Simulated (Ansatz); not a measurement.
## Quasiparticle gap of RbSb4F13 (I4/m)

Aim: the quasiparticle gap of RbSb4F13 (I4/m), starting from PBE.

Main program and level: Ansatz 0.2.0; PBE, then G0W0 on it, plane waves, PAW.

This is a report of a sequence of runs, with most program output left out.

**1. Starting point**

Symmetry: I4/m, No. 87, tetragonal system. Conventional cell: a = 9.635 Å, b = 9.635 Å, c = 6.563 Å, α = 90.00°, β = 90.00°, γ = 90.00°. Nearest to Rb lie 14 F at 2.81 to 3.47 Å. Nearest to Sb lie 3 F at 1.94 to 2.10 Å. Nearest to F lie 8 F at 2.70 Å and 4 Sb at 2.88 Å and 2 Rb at 3.28 Å. F has 4 Sb at 1.94 to 3.40 Å and 1 Rb at 3.47 Å nearest. Nearest to F lie 1 Sb at 2.10 Å and 1 Rb at 2.81 Å. Farther neighbours and most contacts between anions are not listed.

The start is a cell from the Crystallography Open Database. Spin-orbit coupling is left out unless a step names it.

**2. Relaxing the structure**

The structure is relaxed first.

This step: DFT, PBE, plane waves, PAW; PAW set soft_1.

input.yaml

```yaml
crystal:
  lattice:
    - [-4.8175, 4.8175, 3.2815]
    - [4.8175, -4.8175, 3.2815]
    - [4.8175, 4.8175, -3.2815]
  atoms:
    - { symbol: Rb, position: [0.5, 0.5, 0.0] }
    - { symbol: Sb, position: [0.0194, 0.298, 0.3174] }
    - { symbol: Sb, position: [0.298, 0.9806, 0.2786] }
    - { symbol: Sb, position: [0.9806, 0.702, 0.6826] }
    - { symbol: Sb, position: [0.702, 0.0194, 0.7214] }
    - { symbol: F, position: [0.0, 0.0, 0.0] }
    - { symbol: F, position: [0.597, 0.847, 0.444] }
    - { symbol: F, position: [0.847, 0.403, 0.25] }
    - { symbol: F, position: [0.403, 0.153, 0.556] }
    - { symbol: F, position: [0.153, 0.597, 0.75] }
    - { symbol: F, position: [0.444, 0.333, 0.305] }
    - { symbol: F, position: [0.333, 0.028, 0.889] }
    - { symbol: F, position: [0.028, 0.139, 0.695] }
    - { symbol: F, position: [0.139, 0.444, 0.111] }
    - { symbol: F, position: [0.556, 0.667, 0.695] }
    - { symbol: F, position: [0.667, 0.972, 0.111] }
    - { symbol: F, position: [0.972, 0.861, 0.305] }
    - { symbol: F, position: [0.861, 0.556, 0.889] }
kpoints:
  mp_grid: { grid: [4, 4, 4] }
hamiltonian:
  xc: pbe
  pseudopotentials: { kind: paw, azcp: { folder: soft_1 } }
scf:
  occupations: { method: fermi_dirac, width: 0.02 }
relax:
  f_tol: 0.02
  max_steps: 60
```

The run is started by

```sh
> ansatz run input.yaml --threads 2 --pin off --max-ram 92160MiB --backend cuda --events-out ev --progress --plain --runs-dir out --devices 1 --max-vram 13GiB
```

Wall time 13 s (1 × NVIDIA H100 80GB HBM3 (shared by 6 runs) with 2 threads of AMD EPYC 7R13 (Zen 3), shared host); peak memory 0.99 GiB.

Step by step:

```csv
step,energy less that of the first step (eV),largest force component (eV/Å)
1,0.0000,3.4716
2,-2.4151,0.8013
3,-3.0059,0.4450
4,-3.1821,0.2554
5,-3.2093,0.0440
6,-3.2079,0.1239
7,-3.2103,0.0068
```

Relaxation step 6 was tried and not accepted.

The run keeps the 8 symmetry operations that it works with, so distortions that break them were not tested.

The atoms that moved most (Å):

```csv
atom,dx,dy,dz,length
F7,0.285,-0.342,0.000,0.446
F9,-0.285,0.342,0.000,0.446
F8,0.342,0.285,0.000,0.446
F10,-0.342,-0.285,0.000,0.446
Sb5,-0.125,0.201,0.000,0.237
Sb2,-0.201,-0.125,0.000,0.237
Sb3,0.125,-0.201,0.000,0.237
Sb4,0.201,0.125,0.000,0.237
```

**3. Bands along the symmetry lines**

Levels along a band path and on the mesh show where this functional puts the band edges.

input.yaml

```yaml
crystal:
  lattice:
    - [-4.8175, 4.8175, 3.2815]
    - [4.8175, -4.8175, 3.2815]
    - [4.8175, 4.8175, -3.2815]
  atoms:
    - { symbol: Rb, position: [0.5, 0.5, 0.0] }
    - { symbol: Sb, position: [0.0063970689, 0.2770921314, 0.2834892002] }
    - { symbol: Sb, position: [0.2770921314, 0.9936029311, 0.2706950625] }
    - { symbol: Sb, position: [0.9936029311, 0.7229078686, 0.7165107998] }
    - { symbol: Sb, position: [0.7229078686, 0.0063970689, 0.7293049375] }
    - { symbol: F, position: [0.0, 0.0, 0.0] }
    - { symbol: F, position: [0.5614796371, 0.8766087358, 0.4380883729] }
    - { symbol: F, position: [0.8766087358, 0.4385203629, 0.3151290987] }
    - { symbol: F, position: [0.4385203629, 0.1233912642, 0.5619116271] }
    - { symbol: F, position: [0.1233912642, 0.5614796371, 0.6848709013] }
    - { symbol: F, position: [0.4300990428, 0.3344864191, 0.3207384218] }
    - { symbol: F, position: [0.3344864191, 0.0137479972, 0.9043873762] }
    - { symbol: F, position: [0.0137479972, 0.109360621, 0.6792615782] }
    - { symbol: F, position: [0.109360621, 0.4300990428, 0.0956126238] }
    - { symbol: F, position: [0.5699009572, 0.6655135809, 0.6792615782] }
    - { symbol: F, position: [0.6655135809, 0.9862520028, 0.0956126238] }
    - { symbol: F, position: [0.9862520028, 0.890639379, 0.3207384218] }
    - { symbol: F, position: [0.890639379, 0.5699009572, 0.9043873762] }
kpoints:
  mp_grid: { grid: [4, 4, 4] }
  band_path:
    path:
      - [[0.0, 0.0, 0.0], [-0.5, 0.5, 0.0], [-0.5, 0.5, 0.5], [0.0, 0.0, 0.0], [-0.36599556, -0.36599556, 0.36599556]]
      - [[-0.63400444, 0.36599556, 0.63400444], [-0.5, 0.5, 0.5]]
      - [[-0.5, 0.5, 0.0], [-0.75, 0.25, 0.25], [-0.5, 0.0, 0.5], [0.0, 0.0, 0.0]]
    npoints: 10
hamiltonian:
  xc: pbe
  pseudopotentials: { kind: paw, azcp: { folder: soft_1 } }
scf:
  occupations: { method: fermi_dirac, width: 0.02 }
  n_extra_bands: 10
output:
  eigenvalues: true
  forces: true
  stress: true
  write_density: true
  write_potential: true
  elf: true
  volumetric_format: npy
```

Run time: 7.6 s. Hardware: 1 × NVIDIA H100 80GB HBM3 (shared by 6 runs) with 2 threads; peak memory 1.2 GiB.

This step gave:

| Property | Result |
| --- | --- |
| pressure | 1.655 GPa |
| filled bands | 80 |
| gap | 4.737 eV |
| valence top at | P |
| conduction bottom at | k = (-0.293, -0.293, 0.293) |
| least direct gap | 4.803 eV |

Over mesh and path the gap is 4.737 eV, from k = (-0.750, 0.250, 0.250) to k = (-0.293, -0.293, 0.293). The least direct gap found is 4.803 eV, at k = (-0.750, 0.250, 0.250). On the 4×4×4 mesh alone the same run gives 4.755 eV, so that mesh misses an edge of PBE: 4.755 − 4.737 = +0.018 eV.

The electronic bands at the labelled points (eV, zero at the top of the highest nominally filled band):

```csv
point,band 77,band 78,band 79,band 80,band 81,band 82,band 83,band 84
Γ,-0.52,-0.30,-0.08,-0.08,5.07,5.64,5.65,5.65
halfway,-0.53,-0.27,-0.17,-0.04,5.12,5.35,5.58,5.84
X,-0.53,-0.31,-0.22,-0.01,5.24,5.31,5.49,5.52
halfway,-0.51,-0.25,-0.20,-0.02,5.08,5.13,5.22,5.77
M,-0.39,-0.16,-0.16,-0.08,4.97,4.99,5.02,5.94
halfway,-0.53,-0.26,-0.14,-0.06,5.07,5.17,5.58,5.80
Γ,-0.52,-0.30,-0.08,-0.08,5.07,5.64,5.65,5.65
halfway,-0.51,-0.20,-0.09,-0.09,4.85,5.47,5.47,5.49
Z,-0.42,-0.14,-0.14,-0.09,4.78,5.10,5.24,5.67
jump to Z0,-0.42,-0.14,-0.14,-0.09,4.78,5.10,5.24,5.67
halfway,-0.39,-0.15,-0.15,-0.08,4.87,5.04,5.11,5.84
M,-0.39,-0.16,-0.16,-0.08,4.97,4.99,5.02,5.94
jump to X,-0.53,-0.31,-0.22,-0.01,5.24,5.31,5.49,5.52
halfway,-0.54,-0.29,-0.22,-0.01,4.99,5.38,5.41,5.42
P,-0.55,-0.25,-0.25,0.00,4.80,5.33,5.33,5.43
halfway,-0.57,-0.24,-0.18,-0.02,4.84,5.14,5.37,5.56
N,-0.58,-0.24,-0.10,-0.06,4.87,5.04,5.46,5.64
halfway,-0.53,-0.25,-0.10,-0.07,4.99,5.25,5.55,5.66
Γ,-0.52,-0.30,-0.08,-0.08,5.07,5.64,5.65,5.65
```

Electrostatic potential energy in the ab plane of the conventional cell at fractional z = 0.000, with atoms of Rb and Sb and F within 0.2 Å of it. With pseudopotentials it is smooth inside the atoms' cores, unlike the true potential.

Ten even steps from '_' (-39 eV) to '@' (11 eV), each cell a mean:
```
__--%%@@##::______..++%%@@@@@@%%##--______..++%%@@**..
**%%@@@@%%++::....==##%%@@@@++--==**--..::==##%%@@@@##
@@@@@@@@%%%%**++**##%%@@@@**..__..**##**##%%%%@@@@@@@@
##%%%%@@@@@@@@%%%%@@@@@@@@##::__--%%@@@@@@@@@@@@%%%%##
::==##%%@@@@@@@@@@@@@@@@@@@@%%##%%@@@@@@@@@@@@%%##==::
__..==##@@@@@@@@@@@@@@@@@@@@@@@@@@@@@@@@@@@@@@%%++..__
____--##@@@@@@@@@@@@@@@@@@@@@@@@@@@@@@@@@@@@@@%%==..__
__..==%%@@@@@@@@@@@@@@@@@@@@@@@@@@@@@@@@@@@@@@%%++..__
--==****%%@@@@@@@@@@@@@@@@%%%%@@@@@@@@@@@@@@@@@@##++--
####::__::%%@@@@@@@@@@%%##****##%%@@@@@@@@@@@@@@@@%%##
@@##..__..##@@@@@@@@%%**..____==##@@@@@@@@@@@@@@@@@@@@
@@@@++::==@@@@@@@@@@%%--______..##%%@@@@@@@@@@####@@@@
@@@@@@@@@@@@@@@@@@@@%%==______..##%%@@@@@@@@==....++@@
%%@@@@@@@@@@@@@@@@@@%%##==..::**%%@@@@@@@@@@--____==%%
****%%@@@@@@@@@@@@@@@@%%%%####%%@@@@@@@@@@@@##----****
..::++%%@@@@@@@@@@@@@@@@@@@@@@@@@@@@@@@@@@@@@@%%##==..
____::##@@@@@@@@@@@@@@@@@@@@@@@@@@@@@@@@@@@@@@%%**..__
____::**%%@@@@@@@@@@@@@@@@@@@@@@@@@@@@@@@@@@@@%%++..__
__..==##@@@@@@@@@@@@@@@@@@@@@@@@@@@@@@@@@@@@@@%%##--..
==++##%%@@@@@@@@@@@@%%====##@@@@@@@@@@@@@@@@@@@@%%##++
%%%%@@@@@@@@%%%%%%%%==____--@@@@@@@@%%%%%%%%@@@@@@%%%%
@@@@@@@@%%##**==++##==____==@@@@%%##++--==**%%@@@@@@@@
--**@@@@%%==..__..--******%%@@@@##==..____::**%%@@%%==
__::%%%%##::______..++%%@@@@@@@@##::______..++%%@@++__
```
Columns run along a (9.6 Å; values clipped at the 3rd and 97th percentile), rows up along b (9.6 Å), edges of the conventional cell, whose origin can differ from the input's. Atoms in or near the plane, at fractional coordinates: Rb at (0.50, 0.50), Sb at (0.28, 0.99), Sb at (0.99, 0.72), Sb at (0.72, 0.01), Sb at (0.01, 0.28), F at (0.00, 0.00), F at (0.88, 0.44), F at (0.44, 0.12), F at (0.12, 0.56), F at (0.56, 0.88).

Valence density in the ab plane of the conventional cell at fractional z = 0.000, with atoms of Rb and Sb and F within 0.2 Å of it. It is the smooth field of the valence electrons, not physical close to the nuclei.

Ten steps, logarithmic in the rise over the least value, from '0' (0 e/Å³) to '9' (14 e/Å³), each cell a mean:
```
863125899631112334798621258
532113576421136764455311134
211012233210158984222110012
211000111100147874100000112
532100000000024542000001235
863100000000001110000001368
984100000000000000000002479
863210000000000000000001368
544542000000111000000001234
247874100002344210000000112
248985100014555421000001111
136763100024555531000134431
112321000024555531000268852
111100000013455420000379963
321100000001232200000257653
653200000000000000000023346
985210000000000000000001268
985210000000000000000001269
764210000012210000000001247
332100000246641000000000123
111001111369963101122110011
321011233368862112344311112
752113676445531124788521146
973125899632211125899731258
```
Columns run along a (9.6 Å), rows up along b (9.6 Å), edges of the conventional cell, whose origin can differ from the input's. Atoms in or near the plane, at fractional coordinates: Rb at (0.50, 0.50), Sb at (0.28, 0.99), Sb at (0.99, 0.72), Sb at (0.72, 0.01), Sb at (0.01, 0.28), F at (0.00, 0.00), F at (0.88, 0.44), F at (0.44, 0.12), F at (0.12, 0.56), F at (0.56, 0.88).

**4. G0W0 on the 4×4×4 mesh**

G0W0 replaces the xc potential by a self-energy built once from the orbitals of the start. Levels are corrected in the window of bands that the input names, at points of the mesh.

This step: G0W0 on PBE, plane waves, PAW; PAW set soft_1.

Changes to input.yaml since step 3:

```diff
@@ -26,8 +26,2 @@
   mp_grid: { grid: [4, 4, 4] }
-  band_path:
-    path:
-      - [[0.0, 0.0, 0.0], [-0.5, 0.5, 0.0], [-0.5, 0.5, 0.5], [0.0, 0.0, 0.0], [-0.36599556, -0.36599556, 0.36599556]]
-      - [[-0.63400444, 0.36599556, 0.63400444], [-0.5, 0.5, 0.5]]
-      - [[-0.5, 0.5, 0.0], [-0.75, 0.25, 0.25], [-0.5, 0.0, 0.5], [0.0, 0.0, 0.0]]
-    npoints: 10
 hamiltonian:
@@ -36,11 +30,8 @@
 scf:
-  occupations: { method: fermi_dirac, width: 0.02 }
-  n_extra_bands: 10
-output:
-  eigenvalues: true
-  forces: true
-  stress: true
-  write_density: true
-  write_potential: true
-  elf: true
-  volumetric_format: npy
+  occupations: { method: fixed }
+gw:
+  n_empty_bands: 1025
+  ecut_chi: 130.0
+  qp_bands: [v4, c4]
+  qp_kpoints: band_edges
+  screening: { model: contour_deformation }
```

It took 5.2 min on 1 × NVIDIA H100 80GB HBM3 (shared by 6 runs) with 2 threads; peak memory 5.4 GiB.

Numbers from this step:

```
bands summed                                    : 1105
RPA ε∞ on this mesh (eigenvalues)               : 2.388, 2.631, 2.631
plane waves in the screening matrix             : 999
q-points in the mesh                            : 64
G0W0 gap over the corrected points              : 7.321 eV
k of the valence top                            : 0.25, 0.25, 0.25
k of the conduction bottom                      : 0.25, 0.25, -0.25
starting gap on the mesh                        : 4.755 eV
Z at the valence top                            : 0.7903
Z at the conduction bottom                      : 0.8304
least direct G0W0 gap over the corrected points : 7.347 eV
```

Over all 14 irreducible mesh points the G0W0 gap is 7.321 eV, from k = (0.250, 0.250, 0.250) to k = (0.250, 0.250, -0.250). The PBE gap of this run on the mesh is 4.755 eV. The two states that bound the G0W0 gap lie that far apart at the start, so the correction of the gap is 7.321 − 4.755 = +2.566 eV.

Labels follow the order of the start: v1 is the top filled band, c1 the lowest empty one; levels that stay degenerate share a row, the window can cut a multiplet, doubted levels are not marked in this list, bands outside the window were not corrected, and the list may be a part of the corrected levels. Levels before and after the correction, in eV, zero at the valence-band top of each column:

```csv
,conduction bottom,valence top
Kohn-Sham,4.76,0.00
G0W0,7.32,0.00
```

```csv
,level,occupation,energy (eV)
Kohn-Sham,(0.25 0.25 0.25) v3-v2,2,-0.251
Kohn-Sham,(0.25 0.25 0.25) v1,2,0.000
Kohn-Sham,(0.25 0.25 0.25) c1,0,4.803
Kohn-Sham,(0.25 0.25 0.25) c2-c3,0,5.329
Kohn-Sham,(0.25 0.25 -0.25) v3,2,-0.152
Kohn-Sham,(0.25 0.25 -0.25) v2-v1,2,-0.101
Kohn-Sham,(0.25 0.25 -0.25) c1,0,4.755
Kohn-Sham,(0.25 0.25 -0.25) c2,0,5.313
Kohn-Sham,(0.25 0.25 -0.25) c3,0,5.433
G0W0,(0.25 0.25 0.25) v3-v2,2,-0.248
G0W0,(0.25 0.25 0.25) v1,2,0.000
G0W0,(0.25 0.25 0.25) c1,0,7.347
G0W0,(0.25 0.25 0.25) c2-c3,0,7.958
G0W0,(0.25 0.25 -0.25) v3,2,-0.170
G0W0,(0.25 0.25 -0.25) v2-v1,2,-0.080
G0W0,(0.25 0.25 -0.25) c1,0,7.321
G0W0,(0.25 0.25 -0.25) c2,0,7.921
G0W0,(0.25 0.25 -0.25) c3,0,8.129
```

The parts of the quasiparticle energy for the two states that bound the G0W0 gap, in eV on the run's own scale (QP = start + Σx + Σc − Vxc, with Σc at the quasiparticle energy):

```csv
edge,k,band,start,Σx,Σc,Vxc,Z,QP
valence top,"(0.250, 0.250, 0.250)",80,2.887,−25.522,3.036,−21.046,0.790,1.447
conduction bottom,"(0.250, 0.250, -0.250)",81,7.642,−10.682,−2.930,−14.738,0.830,8.768
```

(Continued in part 2 of 2.)

[Paths, hosts, dates, memory and timing lines, banners, echoed tables and standing remarks are left out of the program output.]

[Logs are printed without paths, hosts, clocks, repeated set-up lines and the standing remarks that a program may print on its own settings, such as how far it seeks lower states.]

[Runs of the session that timed out or met a known fault of the program may be left out.]

[Cells called generated may have been cut or substituted from an entry of the Crystallography Open Database or the Materials Project.]

[Hosts, paths, dates, database ids (printed as entryN), source tags and the programs' standing remarks are cut or masked in the printed files.]

[Where an RPA ε∞ is given, it is that of the G0W0 mesh and is not shown converged in it. Names of k-points follow the symmetry that the program found, which can be lower than the space group named. Band edges on a path are those of the sampled points; other points can move an edge, and change direct to indirect where valleys lie close.]

[Hybrid gaps are those of their k-mesh and are not shown converged in it.]
